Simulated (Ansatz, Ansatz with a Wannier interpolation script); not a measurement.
Rows from a G0W0 calculation on SiO2 (P4_32_12) (Ansatz 0.2.0; G0W0 on LDA, plane waves, PAW; 4×4×2 mesh, 656 empty bands, screening to 150 eV), in eV. Spin-orbit coupling is left out.

| row | k | band | start | Σx | Σc at the solution | Vxc |
| --- | --- | --- | --- | --- | --- | --- |
| A | Γ | c4 | 11.025 | -5.989 | -4.120 | -11.968 |
| B | Γ | v1 | 1.893 | -26.717 | 4.083 | -20.980 |
| C | Γ | v2 | 1.421 | -26.747 | 4.148 | -20.901 |
| D | Γ | c2 | 10.403 | -6.270 | -4.095 | -12.173 |
| E | Γ | v4 | 1.047 | -26.442 | 4.133 | -20.578 |
| F | Γ | c1 | 7.368 | -7.891 | -3.496 | -12.905 |

Q: Give the quasiparticle energies and the shift of each level.

The quasiparticle equation reads E = start + Σx + Σc(E) − Vxc.

| row | E (eV) | shift (eV) |
| --- | --- | --- |
| A | 12.883 | +1.859 |
| B | 0.239 | −1.653 |
| C | -0.277 | −1.698 |
| D | 12.212 | +1.809 |
| E | -0.684 | −1.731 |
| F | 8.885 | +1.517 |

The gap over the computed points goes from 5.48 eV to 8.65 eV.

Limits: not at the basis limit; coarse k mesh.

[Runs of the session that timed out or met a known fault of the program may be left out.]

[Hosts, paths, dates, database ids (printed as entryN), source tags and the programs' standing remarks are cut or masked in the printed files.]
